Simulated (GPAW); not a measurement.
# A GW chain in GPAW: InSe (R3m)

Wanted: ground state, empty states, screening and self-energy for InSe (R3m).

Method: LDA and many-body steps on it, plane waves, in GPAW 26.7.0.

Report form: the programs' logs are mostly left out.

### Step 1. Set-up

It takes space group R3m (No. 160, trigonal). Conventional cell: a = 4.000 Å, b = 4.000 Å, c = 24.950 Å, α = 90.00°, β = 90.00°, γ = 120.00°. In has 3 Se at 2.64 Å and 1 In at 2.80 Å nearest. Nearest to In lie 3 Se at 2.64 Å and 1 In at 2.80 Å. Se has 3 In at 2.64 Å nearest. Se has 3 In at 2.64 Å nearest. Farther neighbours and most contacts between anions are not listed.

The cell and positions come from the Crystallography Open Database and are kept as given unless a step says otherwise.

### Step 2. Ground state

This step: GPAW 26.7.0; DFT, LDA, plane waves, PAW.

The ground-state density comes first.

Contents of run.py:

```python
import json
import numpy as np
from gpaw.mpi import world
from ase import Atoms
from gpaw import GPAW, PW, FermiDirac

atoms = Atoms(['In', 'In', 'Se', 'Se'],
    cell=[[2.0000000000, 1.1547005384, 8.3166666667],
      [-2.0000000000, 1.1547005384, 8.3166666667],
      [0.0000000000, -2.3094010768, 8.3166666667]],
    scaled_positions=[[0.0000000000, 0.0000000000, 0.0000000000],
      [0.1122000000, 0.1122000000, 0.1122000000],
      [0.6155000000, 0.6155000000, 0.6155000000],
      [0.8300000000, 0.8300000000, 0.8300000000]],
    pbc=(True, True, True))
calc = GPAW(mode=PW(450),
    xc='LDA',
    kpts={'size': (8, 8, 8), 'gamma': True},
    occupations=FermiDirac(0.001),
    nbands=-8,
    convergence={'density': 1e-6, 'bands': -3},
    maxiter=100,
    txt='gs.txt')
atoms.calc = calc
res = {'energy': atoms.get_potential_energy()}
kpts = calc.get_ibz_k_points()
res['kpts'] = kpts
res['eigenvalues'] = [calc.get_eigenvalues(kpt=k) for k in range(len(kpts))]
res['n_electrons'] = calc.get_number_of_electrons()
calc.write('gs.gpw')

if world.rank == 0:
    with open('result.json', 'w') as f:
        json.dump(res, f, default=lambda x: x.tolist())
```

Command:

```bash
> mpirun -n 4 gpaw python run.py
```

Wall time 87 s (4 MPI ranks of Arm Neoverse V1, shared host); peak memory 1.2 GiB.

Numbers from this step:

```
total energy               : -17.02 eV
gap                        : 0.1694 eV
k of the valence top       : 0.5, 0.5, 0.5
k of the conduction bottom : 0.5, 0.5, 0.5
least direct gap           : 0.1694 eV
```

The gap is direct, at (0.500, 0.500, 0.500).

### Step 3. Bands along the symmetry lines

The cheap functional maps the bands first; the places of the edges decide which points the dearer methods must see.

Contents of run.py:

```python
import json
import numpy as np
from gpaw.mpi import world
from gpaw import GPAW

path = [[0.000000, 0.000000, 0.000000],
    [-0.062500, -0.062500, -0.062500],
    [-0.125000, -0.125000, -0.125000],
    [-0.187500, -0.187500, -0.187500],
    [-0.250000, -0.250000, -0.250000],
    [-0.312500, -0.312500, -0.312500],
    [-0.375000, -0.375000, -0.375000],
    [-0.437500, -0.437500, -0.437500],
    [-0.500000, -0.500000, -0.500000],
    [-0.500000, -0.459940, -0.540060],
    [-0.500000, -0.419880, -0.580120],
    [-0.500000, -0.379819, -0.620181],
    [-0.500000, -0.339759, -0.660241],
    [-0.500000, -0.299699, -0.700301],
    [-0.500000, -0.259639, -0.740361],
    [-0.500000, -0.219578, -0.780422],
    [-0.500000, -0.179518, -0.820482],
    [-0.179518, 0.179518, -0.500000],
    [-0.157078, 0.157078, -0.500000],
    [-0.134639, 0.134639, -0.500000],
    [-0.112199, 0.112199, -0.500000],
    [-0.089759, 0.089759, -0.500000],
    [-0.067319, 0.067319, -0.500000],
    [-0.044880, 0.044880, -0.500000],
    [-0.022440, 0.022440, -0.500000],
    [0.000000, 0.000000, -0.500000],
    [0.000000, 0.000000, -0.437500],
    [0.000000, 0.000000, -0.375000],
    [0.000000, 0.000000, -0.312500],
    [0.000000, 0.000000, -0.250000],
    [0.000000, 0.000000, -0.187500],
    [0.000000, 0.000000, -0.125000],
    [0.000000, 0.000000, -0.062500],
    [0.000000, 0.000000, 0.000000],
    [0.000000, 0.042470, -0.042470],
    [0.000000, 0.084940, -0.084940],
    [0.000000, 0.127410, -0.127410],
    [0.000000, 0.169880, -0.169880],
    [0.000000, 0.212349, -0.212349],
    [0.000000, 0.254819, -0.254819],
    [0.000000, 0.297289, -0.297289],
    [0.000000, 0.339759, -0.339759],
    [-0.339759, 0.000000, -0.660241],
    [-0.359789, 0.000000, -0.640211],
    [-0.379819, 0.000000, -0.620181],
    [-0.399849, 0.000000, -0.600151],
    [-0.419880, 0.000000, -0.580120],
    [-0.439910, 0.000000, -0.560090],
    [-0.459940, 0.000000, -0.540060],
    [-0.479970, 0.000000, -0.520030],
    [-0.500000, 0.000000, -0.500000],
    [-0.437500, 0.000000, -0.437500],
    [-0.375000, 0.000000, -0.375000],
    [-0.312500, 0.000000, -0.312500],
    [-0.250000, 0.000000, -0.250000],
    [-0.187500, 0.000000, -0.187500],
    [-0.125000, 0.000000, -0.125000],
    [-0.062500, 0.000000, -0.062500],
    [0.000000, 0.000000, 0.000000]]
calc = GPAW('gs.gpw').fixed_density(kpts=path,
    symmetry='off',
    nbands=29,
    convergence={'bands': 25},
    txt='bands.txt')
res = {}
kpts = calc.get_ibz_k_points()
res['kpts'] = kpts
res['eigenvalues'] = [calc.get_eigenvalues(kpt=k) for k in range(len(kpts))]
res['n_electrons'] = calc.get_number_of_electrons()

if world.rank == 0:
    with open('result.json', 'w') as f:
        json.dump(res, f, default=lambda x: x.tolist())
```

Command:

```bash
> mpirun -n 4 gpaw python run.py
```

Wall time 58 s (4 MPI ranks); peak memory 1.2 GiB.

Numbers from this step:

```
gap                        : 0.1694 eV
k of the valence top       : -0.5, -0.5, -0.5
k of the conduction bottom : -0.5, -0.5, -0.5
least direct gap           : 0.1694 eV
```

The gap is 0.169 eV, as in the run before at this level.

Electronic bands along the path, in eV, zero at the top of the highest filled band:

```
     point  band 16  band 17  band 18  band 19  band 20  band 21  band 22  band 23
         Γ    -1.36    -1.36    -1.23    -1.23     1.61     1.89     4.24     4.24
   halfway    -1.40    -1.18    -1.18    -1.02     1.09     1.96     4.19     4.19
         T    -1.43    -1.15    -1.15     0.00     0.17     1.97     4.14     4.14
   halfway    -2.95    -2.50    -2.11    -0.73     2.23     2.62     3.87     4.27
        H2    -3.75    -2.60    -2.32    -1.83     1.58     2.31     3.24     4.29
jump to H0    -3.75    -2.60    -2.32    -1.83     1.58     2.31     3.24     4.29
   halfway    -3.41    -3.00    -2.20    -1.58     1.78     2.21     3.24     4.21
         L    -2.50    -2.42    -2.26    -1.73     1.02     1.85     3.52     3.88
   halfway    -2.03    -1.97    -1.78    -1.08     1.84     2.03     3.88     4.10
         Γ    -1.36    -1.36    -1.23    -1.23     1.61     1.89     4.24     4.24
   halfway    -2.46    -2.45    -1.79    -1.04     1.98     2.40     3.39     4.41
        S0    -3.77    -2.64    -2.29    -1.79     1.65     2.19     3.29     4.25
jump to S2    -3.77    -2.64    -2.29    -1.79     1.65     2.19     3.29     4.25
   halfway    -2.96    -2.69    -2.53    -1.65     1.54     1.95     3.53     4.09
         F    -2.75    -2.59    -2.06    -1.57     0.95     1.88     3.15     3.44
   halfway    -2.18    -2.06    -1.67    -0.84     1.61     2.07     3.93     4.23
         Γ    -1.36    -1.36    -1.23    -1.23     1.61     1.89     4.24     4.24
```

### Step 4. Empty states on the mesh, 4×4×4 mesh, 271 bands

The sums over transitions need many empty states on a uniform mesh; this step solves for them.

Contents of run.py:

```python
import json
import numpy as np
from gpaw.mpi import world
from gpaw import GPAW

calc = GPAW('gs.gpw').fixed_density(kpts={'size': (4, 4, 4), 'gamma': True},
    parallel={'domain': 1, 'band': 1},
    txt='nscf.txt')
calc.diagonalize_full_hamiltonian(nbands=271)
calc.write('full.gpw', mode='all')
res = {}
kpts = calc.get_ibz_k_points()
res['kpts'] = kpts
res['eigenvalues'] = [calc.get_eigenvalues(kpt=k) for k in range(len(kpts))]
res['n_electrons'] = calc.get_number_of_electrons()

if world.rank == 0:
    with open('result.json', 'w') as f:
        json.dump(res, f, default=lambda x: x.tolist())
```

Command:

```bash
> mpirun -n 4 gpaw python run.py
```

It took 95 s on 4 MPI ranks; peak memory 3 GiB.

This step gave:

- gap: 0.1694 eV
- k of the valence top: 0.5, 0.5, 0.5
- k of the conduction bottom: 0.5, 0.5, 0.5
- least direct gap: 0.1694 eV
- k points computed: 13
- lowest point of the top converged band, above the valence top: 87.7291 eV

On this mesh the gap is 0.169 eV.

### Step 5. Screening and self-energy, 4×4×4 mesh, 261 bands, screening to 100 eV

Now the one-shot GW correction: screening in the RPA, then the self-energy of the levels asked for.

This step: G0W0 on LDA, plane waves, PAW.

Contents of run.py:

```python
import json
import numpy as np
from gpaw.mpi import world
from gpaw.response.g0w0 import G0W0

gw = G0W0('full.gpw',
    filename='gw',
    kpts=[0, 12],
    bands=(17, 21),
    ecut=100,
    nbands=261,
    integrate_gamma='WS',
    ppa=True)
gw.calculate()
res = {mode: {k: v for k, v in r.items() if k != 'sigma_eskwn'}
       for mode, r in gw.all_results.items()}

if world.rank == 0:
    with open('result.json', 'w') as f:
        json.dump(res, f, default=lambda x: x.tolist())
```

Command:

```bash
> mpirun -n 4 gpaw python run.py
```

Elapsed: 17 min, on 4 MPI ranks; peak memory 4 GiB; 68 min of CPU time.

This step gave:

```
G0W0 gap on the points computed              : 0.9390 eV
least direct G0W0 gap on the computed points : 0.9390 eV
Z at the valence top                         : 0.7861
Z at the conduction bottom                   : 0.7993
starting gap on the mesh                     : 0.1694 eV
k of the valence top                         : 0.5, 0.5, 0.5
k of the conduction bottom                   : 0.5, 0.5, 0.5
```

The gap on the mesh goes from 0.17 eV to 0.94 eV, a correction of +0.77 eV.

Limits: finite bands, cutoff and mesh; no spin-orbit coupling. v1 is the top filled band, c1 the lowest empty one. The levels before and after the correction (eV, zero at the valence-band top of each column):

```
           conduction bottom  valence top
Kohn-Sham               0.17         0.00
     G0W0               0.94         0.00
```

```
                      level  energy (eV)
Kohn-Sham  (0.5 0.5 0.5) v2       -1.150
Kohn-Sham  (0.5 0.5 0.5) v1        0.000
Kohn-Sham  (0.5 0.5 0.5) c1        0.169
Kohn-Sham  (0.5 0.5 0.5) c2        1.973
     G0W0  (0.5 0.5 0.5) v2       -1.252
     G0W0  (0.5 0.5 0.5) v1        0.000
     G0W0  (0.5 0.5 0.5) c1        0.939
     G0W0  (0.5 0.5 0.5) c2        2.738
```

### Step 6. Where the time went

Times are wall times on 4 MPI ranks of Arm Neoverse V1, shared host, good to a factor of about two.

```
                          step    time  share  memory (GiB)
                  ground state    87 s    7 %           1.2
bands along the symmetry lines    58 s    5 %           1.2
      empty states on the mesh    95 s    8 %           3.0
     screening and self-energy  17 min   81 %             4
```

### Step 7. What came out

| Property | Result |
| --- | --- |
| LDA gap | 0.17 eV, direct |
| G0W0 gap on the mesh | 0.94 eV |
| GW settings | 4×4×4 mesh, 261 bands, screening to 100 eV, Godby-Needs plasmon pole |
| known limits | not at the basis limit; no spin-orbit coupling |

**Reading.** G0W0 moves the gap on the mesh from 0.17 eV to 0.94 eV (+0.77 eV), with Z of 0.79 and 0.80 at the edges. Only 2 of the mesh's irreducible points were corrected, so a valley elsewhere could overtake. The dearest step here is «screening and self-energy». Bands and cutoff are finite, so the gap is not at the basis limit. The miss can reach some tenths of an eV and take either sign; the mesh is an error of its own. These stock PAW sets were not made for GW; the filled d or f shell of Se lies in the frozen core, which bears on start and correction. In the G0W0 run levels were corrected at 2 k points alone, so a gap called «on the mesh» is the least over those, and an edge elsewhere would be missed. The many-body steps are scalar-relativistic: spin-orbit coupling is not in them.

[Paths, hosts, dates, memory and timing lines, banners, echoed tables and standing remarks are left out of the program output.]

[Logs are printed without paths, hosts, clocks, repeated set-up lines and the standing remarks that a program may print on its own settings, such as how far it seeks lower states.]

[Runs of the session that timed out or met a known fault of the program may be left out.]

[Hosts, paths, dates, database ids (printed as entryN), source tags and the programs' standing remarks are cut or masked in the printed files.]
